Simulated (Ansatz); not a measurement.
## How well the gap of CuBiPbS3 (Aikinite) can be computed

Aim: a best estimate of the quasiparticle gap of CuBiPbS3 (Aikinite), with each correction and its cost laid out.

Method: density functionals, hybrids, G0W0, plane waves, PAW, in Ansatz 0.2.0.

In doubt: one-shot GW on d or f shells is unsure (step 6), so the values of those runs are not to be relied on.

### Step 1. Starting point

It takes space group Pnma (No. 62, orthorhombic). Conventional cell: a = 11.638 Å, b = 4.039 Å, c = 11.319 Å, α = 90.00°, β = 90.00°, γ = 90.00°. Nearest to Cu lie 4 S at 2.31 to 2.40 Å. Nearest to Bi lie 6 S at 2.66 to 3.16 Å. Pb has 7 S at 2.89 to 3.26 Å and 2 Cu at 3.29 Å nearest. S has 2 Cu at 2.35 Å and 1 Bi at 2.66 Å and 2 Pb at 2.99 Å nearest. S has 1 Cu at 2.31 Å and 3 Pb at 2.89 to 2.99 Å and 2 Bi at 2.95 Å nearest. Nearest to S lie 1 Cu at 2.40 Å and 3 Bi at 2.76 to 3.16 Å and 2 Pb at 3.26 Å. Farther neighbours and most contacts between anions are not listed.

The cell and positions come from the Crystallography Open Database and are kept as given unless a step says otherwise. Spin-orbit coupling is left out unless a step names it. The default PAW set here is soft_2. Its files were made with PBE.

### Step 2. r2SCAN bands

The cheap functional maps the bands first; the places of the edges decide which points the dearer methods must see.

This step: DFT, r2SCAN, plane waves, PAW.

The input, input.yaml:

```yaml
crystal:
  lattice:
    - [11.638, 0.0, 0.0]
    - [0.0, 4.039, 0.0]
    - [0.0, 0.0, 11.319]
  atoms:
    - { symbol: Cu, position: [0.2338, 0.25, 0.2085] }
    - { symbol: Cu, position: [0.2662, 0.75, 0.7085] }
    - { symbol: Cu, position: [0.7338, 0.25, 0.2915] }
    - { symbol: Cu, position: [0.7662, 0.75, 0.7915] }
    - { symbol: Bi, position: [0.0189, 0.25, 0.6827] }
    - { symbol: Bi, position: [0.4811, 0.75, 0.1827] }
    - { symbol: Bi, position: [0.5189, 0.25, 0.8173] }
    - { symbol: Bi, position: [0.9811, 0.75, 0.3173] }
    - { symbol: Pb, position: [0.8329, 0.25, 0.0105] }
    - { symbol: Pb, position: [0.6671, 0.75, 0.5105] }
    - { symbol: Pb, position: [0.3329, 0.25, 0.4895] }
    - { symbol: Pb, position: [0.1671, 0.75, 0.9895] }
    - { symbol: S, position: [0.716, 0.25, 0.6986] }
    - { symbol: S, position: [0.784, 0.75, 0.1986] }
    - { symbol: S, position: [0.216, 0.25, 0.8014] }
    - { symbol: S, position: [0.284, 0.75, 0.3014] }
    - { symbol: S, position: [0.0467, 0.25, 0.14] }
    - { symbol: S, position: [0.4533, 0.75, 0.64] }
    - { symbol: S, position: [0.5467, 0.25, 0.36] }
    - { symbol: S, position: [0.9533, 0.75, 0.86] }
    - { symbol: S, position: [0.3775, 0.25, 0.0559] }
    - { symbol: S, position: [0.1225, 0.75, 0.5559] }
    - { symbol: S, position: [0.8775, 0.25, 0.4441] }
    - { symbol: S, position: [0.6225, 0.75, 0.9441] }
kpoints:
  mp_grid: { grid: [2, 6, 2] }
  band_path:
    path:
      - [[0.0, 0.0, 0.0], [0.5, 0.0, 0.0], [0.5, 0.5, 0.0], [0.0, 0.5, 0.0], [0.0, 0.0, 0.0], [0.0, 0.0, 0.5], [0.5, 0.0, 0.5], [0.5, 0.5, 0.5], [0.0, 0.5, 0.5], [0.0, 0.0, 0.5]]
      - [[0.5, 0.0, 0.0], [0.5, 0.0, 0.5]]
      - [[0.0, 0.5, 0.0], [0.0, 0.5, 0.5]]
      - [[0.5, 0.5, 0.0], [0.5, 0.5, 0.5]]
    npoints: 10
hamiltonian:
  xc: r2scan
scf:
  occupations: { method: fermi_dirac, width: 0.02 }
  n_extra_bands: 12
output:
  eigenvalues: true
```

Started as:

```bash
$ ansatz run input.yaml --threads 16 --pin off --max-ram 82944MiB --backend cuda --events-out ev --progress --plain --runs-dir out --devices 1 --max-vram 78GiB
```

Numbers of over 12 decimals in the logs are rounded to 6 here.

The program printed:

```text
scf.n_extra_bands = 12 over 132 filled bands (N_el = 264.0): the run solves 144 bands
GPUs: using 1 of 1 available (devices: 1).
Engine: ansatz 0.2.0, aarch64-unknown-linux-gnu
Pseudopotentials: kind: paw
Pseudopotential: Cu, paw, valence charge 19, recommended cutoff 500 eV (meta_gga), Cu.paw.azcp
Pseudopotential: Bi, paw, valence charge 15, recommended cutoff 500 eV (meta_gga), Bi.paw.azcp
Pseudopotential: Pb, paw, valence charge 14, recommended cutoff 500 eV (meta_gga), Pb.paw.azcp
Pseudopotential: S, paw, valence charge 6, recommended cutoff 500 eV (meta_gga), S.paw.azcp
Functional definition: r2SCAN
  parameter k0 = 0.174
  parameter k1 = 0.065
  parameter a1 = 4.9479
  exchange = r2scan_x(k0 = k0, k1 = k1, a1 = a1)
  correlation = r2scan_c
[...]
Crystal: 24 atoms, lattice volume = 532.060 Å³
Basis set: ecut = 500 eV, 13537 PW (Γ), exchange–correlation on 360×120×360 points (64 copies of the dense FFT grid, shifted against one another)
Bands: 144, of which v1, the nominal top of the filled ones, is band 132 counted from 1 (131 counted from 0)
Symmetry: 8 space group operations
Space group: Pnma (ITA 62), of the structure as read, at distance tolerance 8.1e-5 Å
k-points: 16 of 24
Non-local potential: Cu, projectors of the file, l = 0: 3, l = 1: 2, l = 2: 3, l = 3: 1
Non-local potential: Bi, projectors of the file, l = 0: 2, l = 1: 2, l = 2: 2, l = 3: 2
Non-local potential: Pb, projectors of the file, l = 0: 2, l = 1: 2, l = 2: 2, l = 3: 2
Non-local potential: S, projectors of the file, l = 0: 2, l = 1: 2, l = 2: 2
PAW form: soft (Blöchl's): semilocal exchange-correlation on the pseudo side does not see the compensation charge
PAW frozen core: Cu, regenerated for the run's functional (the file was generated under x = pbe(κ = 0.804, μ = 0.219515), c = pbe(β = 0.066725))
PAW frozen core: Bi, regenerated for the run's functional (the file was generated under x = pbe(κ = 0.804, μ = 0.219515), c = pbe(β = 0.066725))
PAW frozen core: Pb, regenerated for the run's functional (the file was generated under x = pbe(κ = 0.804, μ = 0.219515), c = pbe(β = 0.066725))
PAW frozen core: S, regenerated for the run's functional (the file was generated under x = pbe(κ = 0.804, μ = 0.219515), c = pbe(β = 0.066725))
PAW one-centre angular grid: Cu, 590 points (default); XC on 160 Gauss nodes
PAW one-centre angular grid: Bi, 590 points (default); XC on 160 Gauss nodes
PAW one-centre angular grid: Pb, 590 points (default); XC on 160 Gauss nodes
[...]
Initial density: superposition of atomic densities (neutral atoms: chi_scale 0, normalization atom), corrected by the library's trained network
Initial wavefunctions: pseudopotential atomic-orbital guess
[...]
Functional: x = r2scan, c = r2scan; τ floored in thin density (d = 2e-4 eV/Å³)
SCF iter   1: F=—  HF=-134733.304661 eV  |F-HF|=—  |Δ(HF+E_count)|=         —  Δρ=1.97e-2  dr2=1.41e0  dr2_τ=6.61e-2  ethr=1.77e-3  ⟨swp⟩=6.3  Hψ=9272  notcnv=0  defer=5
preconditioner: auto → Resta (q_TF=auto, 2.428 Å⁻¹)  ε∞=4.6  [insulator: Δε(μ)=1.191 eV  Ē_g=12.876 eV  σ=0.020 eV  W_gap=1.00  n_scr=134 (ndim 8)  ℏωp=24.5 eV  f_vac=0.016  D(μ)=0.00/eV (n_scr^D=0)  ε∞_Penn≈4.6]
SCF iter   2: F=—  HF=-134733.501271 eV  |F-HF|=—  |Δ(HF+E_count)|=   1.97e-1  Δρ=1.79e-2  dr2=1.09e0  dr2_τ=9.83e-3  ethr=5.33e-4  ⟨swp⟩=2.0  Hψ=5024  notcnv=0  defer=96
SCF iter   3: F=—  HF=-134733.257889 eV  |F-HF|=—  |Δ(HF+E_count)|=   2.43e-1  Δρ=5.48e-3  dr2=1.25e-1  dr2_τ=1.00e-3  ethr=4.12e-4  ⟨swp⟩=2.1  Hψ=4544  notcnv=0  defer=96
SCF iter   4: F=—  HF=-134733.243459 eV  |F-HF|=—  |Δ(HF+E_count)|=   1.44e-2  Δρ=1.44e-3  dr2=7.51e-3  dr2_τ=1.94e-4  ethr=4.74e-5  ⟨swp⟩=2.0  Hψ=3270  notcnv=0  defer=104
SCF iter   5: F=—  HF=-134733.244764 eV  |F-HF|=—  |Δ(HF+E_count)|=   1.30e-3  Δρ=7.42e-4  dr2=2.11e-3  dr2_τ=2.21e-5  ethr=2.84e-6  ⟨swp⟩=2.0  Hψ=2581  notcnv=0  defer=104
SCF iter   6: F=—  HF=-134733.245587 eV  |F-HF|=—  |Δ(HF+E_count)|=   8.23e-4  Δρ=1.57e-4  dr2=1.13e-4  dr2_τ=3.33e-6  ethr=7.98e-7  ⟨swp⟩=2.0  Hψ=3159  notcnv=0  defer=104
[...]
SCF 1 converged in 9 iterations: F = -134733.244616 eV  dr2 = 6.86e-8
[...]
SCF converged after 9 iterations
[...]
k-point 1: bands = ["-106.0799", "-106.0799", "-106.0799", "-106.0799", "-61.9434", "-61.9434", "-61.9434", "-61.9434", "-61.9371", "-61.9371", "-61.9371", "-61.9371", "-61.9225", "-61.9225", "-61.9225", "-61.9225", "-14.9653", "-14.9653", "-14.9635", "-14.9635", "-14.9476", "-14.9476", "-14.9459", "-14.9459", "-14.9426", "-14.9426", "-14.9401", "-14.9401", "-14.9194", "-14.9194", "-14.9187", "-14.9187", "-14.9177" [...]
  k-point 2: bands = ["-106.0799", "-106.0799", "-106.0799", "-106.0799", "-61.9434", "-61.9434", "-61.9434", "-61.9434", "-61.9371", "-61.9371", "-61.9371", "-61.9371", "-61.9225", "-61.9225", "-61.9225", "-61.9225", "-14.9584", "-14.9581", "-14.9553", "-14.9550", "-14.9516", "-14.9516", "-14.9515", "-14.9515", "-14.9417", "-14.9415", "-14.9397", "-14.9393", "-14.9212", "-14.9211", "-14.9205", "-14.9205", "-14.9186" [...]
  k-point 15: bands = ["-106.0799", "-106.0799", "-106.0799", "-106.0799", "-61.9434", "-61.9434", "-61.9434", "-61.9434", "-61.9372", "-61.9372", "-61.9372", "-61.9372", "-61.9225", "-61.9225", "-61.9225", "-61.9225", "-14.9729", "-14.9729", "-14.9729", "-14.9729", "-14.9389", "-14.9389", "-14.9389", "-14.9389", "-14.9281", "-14.9281", "-14.9281", "-14.9281", "-14.9255", "-14.9255", "-14.9255", "-14.9255", "-14.9164 [...]
```

Elapsed: 5.9 s, on 1 × NVIDIA GB200 (shared by 2 runs) with 16 threads of Arm Neoverse V2, shared host; peak memory 1.9 GiB; 53 s of CPU time.

Numbers from this step:

```
filled bands         : 132
gap                  : 0.8559 eV
valence top at       : k = (0.000, 0.000, 0.450)
conduction bottom at : k = (0.000, 0.250, 0.000)
least direct gap     : 0.9050 eV
```

The gap is indirect, with the least direct gap 0.05 eV higher.

Electronic bands along the path, in eV, zero at the top of the highest nominally filled band:

```csv
point,band 129,band 130,band 131,band 132,band 133,band 134,band 135,band 136
Γ,-0.32,-0.21,-0.20,-0.16,1.16,1.17,1.33,1.62
halfway,-0.32,-0.26,-0.15,-0.11,1.16,1.29,1.33,1.56
X,-0.31,-0.31,-0.13,-0.13,1.37,1.37,1.41,1.41
halfway,-0.65,-0.65,-0.55,-0.55,1.30,1.30,2.15,2.15
S,-0.62,-0.62,-0.62,-0.62,1.91,1.91,1.91,1.91
halfway,-0.66,-0.66,-0.62,-0.62,1.76,1.76,1.79,1.79
Y,-0.65,-0.65,-0.64,-0.64,1.65,1.65,1.75,1.75
halfway,-0.72,-0.64,-0.56,-0.42,0.86,1.59,2.15,2.25
Γ,-0.32,-0.21,-0.20,-0.16,1.16,1.17,1.33,1.62
halfway,-0.31,-0.29,-0.09,-0.05,0.91,1.20,1.61,1.72
Z,-0.31,-0.31,0.00,0.00,0.96,0.96,1.77,1.77
halfway,-0.34,-0.34,-0.10,-0.10,1.10,1.10,1.87,1.87
U,-0.27,-0.27,-0.25,-0.25,1.25,1.25,1.90,1.90
halfway,-0.57,-0.57,-0.48,-0.48,1.84,1.84,1.91,1.91
R,-0.77,-0.77,-0.77,-0.77,1.79,1.79,1.79,1.79
halfway,-0.81,-0.81,-0.75,-0.75,1.48,1.48,1.78,1.78
T,-0.79,-0.79,-0.73,-0.73,1.31,1.31,1.73,1.73
halfway,-0.60,-0.60,-0.42,-0.42,1.51,1.51,1.72,1.72
Z,-0.31,-0.31,0.00,0.00,0.96,0.96,1.77,1.77
jump to X,-0.31,-0.31,-0.13,-0.13,1.37,1.37,1.41,1.41
halfway,-0.31,-0.31,-0.16,-0.16,1.24,1.24,1.69,1.69
U,-0.27,-0.27,-0.25,-0.25,1.25,1.25,1.90,1.90
jump to Y,-0.65,-0.65,-0.64,-0.64,1.65,1.65,1.75,1.75
halfway,-0.74,-0.74,-0.67,-0.67,1.41,1.41,1.66,1.66
T,-0.79,-0.79,-0.73,-0.73,1.31,1.31,1.73,1.73
jump to S,-0.62,-0.62,-0.62,-0.62,1.91,1.91,1.91,1.91
```

### Step 3. r2SCAN+SOC

Spin-orbit coupling can split or shift the edges; a non-collinear run measures by how much.

This step: DFT, r2SCAN with spin-orbit coupling, plane waves, PAW.

Edit input.yaml of step 2 so:

```diff
@@ -34,7 +34,14 @@
     path:
-      - [[0.0, 0.0, 0.0], [0.5, 0.0, 0.0], [0.5, 0.5, 0.0], [0.0, 0.5, 0.0], [0.0, 0.0, 0.0], [0.0, 0.0, 0.5], [0.5, 0.0, 0.5], [0.5, 0.5, 0.5], [0.0, 0.5, 0.5], [0.0, 0.0, 0.5]]
-      - [[0.5, 0.0, 0.0], [0.5, 0.0, 0.5]]
-      - [[0.0, 0.5, 0.0], [0.0, 0.5, 0.5]]
-      - [[0.5, 0.5, 0.0], [0.5, 0.5, 0.5]]
-    npoints: 10
+      - [0.0, 0.0, 0.0]
+      - [0.5, 0.0, 0.0]
+      - [0.5, 0.5, 0.0]
+      - [0.0, 0.5, 0.0]
+      - [0.0, 0.0, 0.5]
+      - [0.5, 0.0, 0.5]
+      - [0.5, 0.5, 0.5]
+      - [0.0, 0.5, 0.5]
+      - [0.0, 0.0, 0.45]
+      - [0.0, 0.25, 0.0]
+      - [0.0, 0.0, 0.35]
+    npoints: 1
 hamiltonian:
@@ -43,3 +50,6 @@
   occupations: { method: fermi_dirac, width: 0.02 }
-  n_extra_bands: 12
+  n_extra_bands: 24
+magnetization:
+  noncollinear: true
+  spin_orbit: true
 output:
```

The program printed:

```text
[...]
GPUs: using 1 of 1 available (devices: 1).
[...]
non-collinear run that drives no moment, with spin-orbit: no starting moment large enough to seed its density (crystal.atoms[].spin), no starting occupations that ask for one, no magnetisation constraint and no magnetic field, so the semilocal B_xc is pinned to zero
[...]
Crystal: 24 atoms, lattice volume = 532.060 Å³
[...]
SCF iter   1: F=—  HF=-134456.129989 eV  |F-HF|=—  |Δ(HF+E_count)|=         —  Δρ=4.29e-2  dr2=1.85e1  dr2_τ=5.75e-2  dr2_m=0.00e0 (ungated)  ethr=3.10e-3  |M|=0.00e0 ∫|m|=0.00e0 μB  |m|>n=0.0e0 m-floor=0.0e0 τ_xc=0.0e0  β_m=0.30  ⟨swp⟩=6.9  Hψ=11098  notcnv=0  defer=10
[...]
spin=Noncollinear: Resta preconditioning applied to the charge; magnetization (m_x, m_y, m_z) channels mix plain (no charge-response kernel on spin).
[...]
SCF 1 converged in 11 iterations: F = -134452.696002 eV  dr2 = 6.45e-8
[...]
SCF converged after 11 iterations
[...]
```

The job ended after 9 s (1 × NVIDIA GB200 (shared by 2 runs) with 16 threads; peak memory 3.7 GiB; 66 s of CPU time).

This step gave:

```
gap                  : 0.5422 eV
valence top at       : k = (0.000, 0.000, 0.450)
conduction bottom at : k = (0.000, 0.000, 0.350)
least direct gap     : 0.5511 eV
```

The gap stands −0.31 eV against r2SCAN.

### Step 4. HSE06

HSE06 mixes in a quarter of exact exchange at short range. Exchange couples all pairs of k points, which makes a full band path dear, so levels are read on the mesh and at chosen points.

This step: DFT, HSE06, plane waves, PAW.

Edit input.yaml of step 3 so:

```diff
@@ -31,3 +31,3 @@
 kpoints:
-  mp_grid: { grid: [2, 6, 2] }
+  mp_grid: { grid: [2, 4, 2] }
   band_path:
@@ -47,9 +47,6 @@
 hamiltonian:
-  xc: r2scan
+  xc: hse06
 scf:
-  occupations: { method: fermi_dirac, width: 0.02 }
-  n_extra_bands: 24
-magnetization:
-  noncollinear: true
-  spin_orbit: true
+  occupations: { method: fixed }
+  n_extra_bands: 12
 output:
```

The program printed:

```text
[...]
GPUs: using 1 of 1 available (devices: 1).
[...]
davidson cushion auto → on  (no smearing: the cushion is to keep the highest requested band from converging to the state above it; pin scf.eigensolver.cushion to override)
[...]
Crystal: 24 atoms, lattice volume = 532.060 Å³
Basis set: ecut = 420 eV, 10407 PW (Γ)
Bands: 144, of which v1, the nominal top of the filled ones, is band 132 counted from 1 (131 counted from 0)
Symmetry: 8 space group operations
[...]
k-points: 12 of 16
[...]
SCF iter   6: F=-134545.900968 eV  HF=-134545.900955 eV  |F-HF|=1.28e-5  |Δ(HF+E_count)|=   1.27e-5  Δρ=7.31e-5  dr2=2.21e-5  ethr=1.77e-7  ⟨swp⟩=3.4  Hψ=3970  notcnv=0
SCF 1 stopped early in 6 iterations: F = -134545.900968 eV  dr2 = 2.21e-5
[...]
hybrid outer 1: dexx = +1.563e-1 eV, tail = 7.58e-4 eV
[...]
SCF 3 converged in 6 iterations: F = -134578.142286 eV  dr2 = 4.81e-8
[...]
hybrid outer 2: dexx = +2.793e-5 eV, tail = 5.14e-7 eV, Δε = 4.89e-3 eV (about 1.72e-4 eV left of the loop's levels)
[...]
```

Run time: 58 s. Hardware: 1 × NVIDIA GB200 (shared by 2 runs) with 16 threads; peak memory 4.1 GiB.

Numbers from this step:

```yaml
gap: 1.434 eV
valence_top_at: k = (0.000, 0.000, 0.450)
conduction_bottom_at: k = (0.000, 0.250, 0.000)
least_direct_gap: 1.449 eV
```

The gap stands +0.58 eV against r2SCAN.

### Step 5. HSE06+SOC

This step: DFT, HSE06 with spin-orbit coupling, plane waves, PAW.

Edit input.yaml of step 4 so:

```diff
@@ -49,4 +49,7 @@
 scf:
-  occupations: { method: fixed }
-  n_extra_bands: 12
+  occupations: { method: fermi_dirac, width: 0.02 }
+  n_extra_bands: 24
+magnetization:
+  noncollinear: true
+  spin_orbit: true
 output:
```

The program printed:

```text
[...]
GPUs: using 1 of 1 available (devices: 1).
[...]
Crystal: 24 atoms, lattice volume = 532.060 Å³
Basis set: ecut = 420 eV, 10407 PW (Γ)
Bands: 288, of which v1, the nominal top of the filled ones, is band 264 counted from 1 (263 counted from 0)
Symmetry: 8 space group operations + 8 with time reversal
[...]
k-points: 12 of 16
Projection manifold: j_resolved (fully-relativistic pseudo-atomic orbitals)
[...]
SCF iter   2: F=—  HF=-134868.221387 eV  |F-HF|=—  |Δ(HF+E_count)|=    2.06e0  Δρ=4.20e-2  dr2=6.26e0  dr2_m=0.00e0 (ungated)  ethr=6.00e-3  |M|=0.00e0 ∫|m|=0.00e0 μB  |m|>n=0.0e0 m-floor=0.0e0 τ_xc=0.0e0  β_m=0.28  ⟨swp⟩=4.8  Hψ=9883  notcnv=0
[...]
hybrid outer 1: dexx = +1.617e-1 eV, tail = 7.11e-4 eV
[...]
SCF 3 converged in 6 iterations: F = -134667.422216 eV  dr2 = 1.46e-8
[...]
```

Elapsed: 4 min, on 1 × NVIDIA GB200 (shared by 2 runs) with 16 threads; peak memory 13 GiB; 39 min of CPU time.

This step gave:

```
gap                  : 1.013 eV
valence top at       : k = (0.000, 0.000, 0.450)
conduction bottom at : k = (0.000, 0.000, 0.350)
least direct gap     : 1.024 eV
```

The gap stands −0.42 eV against HSE06.

### Step 6. G0W0, 2×4×2 mesh, 707 empty bands, screening to 70 eV, hard PAW files

Now the one-shot GW correction: screening in the RPA, then the self-energy of the levels asked for. This step takes hard PAW files.

This step: G0W0 on r2SCAN, plane waves, PAW.

Edit input.yaml of step 5 so:

```diff
@@ -32,25 +32,12 @@
   mp_grid: { grid: [2, 4, 2] }
-  band_path:
-    path:
-      - [0.0, 0.0, 0.0]
-      - [0.5, 0.0, 0.0]
-      - [0.5, 0.5, 0.0]
-      - [0.0, 0.5, 0.0]
-      - [0.0, 0.0, 0.5]
-      - [0.5, 0.0, 0.5]
-      - [0.5, 0.5, 0.5]
-      - [0.0, 0.5, 0.5]
-      - [0.0, 0.0, 0.45]
-      - [0.0, 0.25, 0.0]
-      - [0.0, 0.0, 0.35]
-    npoints: 1
 hamiltonian:
-  xc: hse06
+  xc: r2scan
+  pseudopotentials: { kind: paw, source: ansatz }
 scf:
-  occupations: { method: fermi_dirac, width: 0.02 }
-  n_extra_bands: 24
-magnetization:
-  noncollinear: true
-  spin_orbit: true
-output:
-  eigenvalues: true
+  occupations: { method: fixed }
+gw:
+  n_empty_bands: 707
+  ecut_chi: 70.0
+  qp_bands: [v4, c4]
+  qp_kpoints: band_edges
+  screening: { model: contour_deformation }
```

The program printed:

```text
GPUs: using 1 of 1 available (devices: 1).
[...]
Crystal: 24 atoms, lattice volume = 532.060 Å³
Basis set: ecut = 700 eV, 22375 PW (Γ), exchange–correlation on 480×160×480 points (64 copies of the dense FFT grid, shifted against one another)
Bands: 197, of which v1, the nominal top of the filled ones, is band 164 counted from 1 (163 counted from 0)
Symmetry: 8 space group operations
[...]
k-points: 12 of 16
[...]
5   166     11.5080   -10.3990    -3.0626   -13.6655  0.7831    11.7125    11.7120  root
     5   167     11.9224   -10.4177    -3.0235   -13.6991  0.7791    12.1814    12.1803  root
[...]
11   165     11.9803   -10.1184    -3.1859   -13.5361  0.7781    12.2130    12.2120  root
    11   166     11.9803   -10.1184    -3.1859   -13.5361  0.7781    12.2130    12.2120  root
    11   167     11.9803   -10.1184    -3.1859   -13.5361  0.7781    12.2130    12.2120  root
    11   168     11.9803   -10.1184    -3.1859   -13.5361  0.7781    12.2130    12.2120  root
[key lines of the parts left out:]
SCF converged after 12 iterations
```

The job ended after 78 s (1 × NVIDIA GB200 (shared by 2 runs) with 16 threads; peak memory 14 GiB).

Numbers from this step:

```yaml
bands_summed: 871
rpa_eps_infinity_on_this_mesh_eigenvalues: 12.06, 13.17, 13.47
plane_waves_in_the_screening_matrix: 721
g0w0_gap_on_the_mesh: 1.014 eV
k_of_the_valence_top: 0, 0, -0.5
k_of_the_conduction_bottom: 0, 0.25, 0
starting_gap_on_the_mesh: 0.8598 eV
least_direct_g0w0_gap_on_the_computed_points: 1.118 eV
```

The gap on the mesh goes from 0.86 eV to 1.01 eV, a correction of +0.15 eV. Between the two edge states, bare exchange in place of the xc potential would open the gap by 7.38 eV, and correlation takes back 7.23 eV.

[end of part 1 of 2]

[Paths, hosts, dates, memory and timing lines, banners, echoed tables and standing remarks are left out of the program output.]

[Logs are printed without paths, hosts, clocks, repeated set-up lines and the standing remarks that a program may print on its own settings, such as how far it seeks lower states.]

[Runs of the session that timed out or met a known fault of the program may be left out.]

[Cells called generated may have been cut or substituted from an entry of the Crystallography Open Database or the Materials Project.]

[Hosts, paths, dates, database ids (printed as entryN), source tags and the programs' standing remarks are cut or masked in the printed files.]
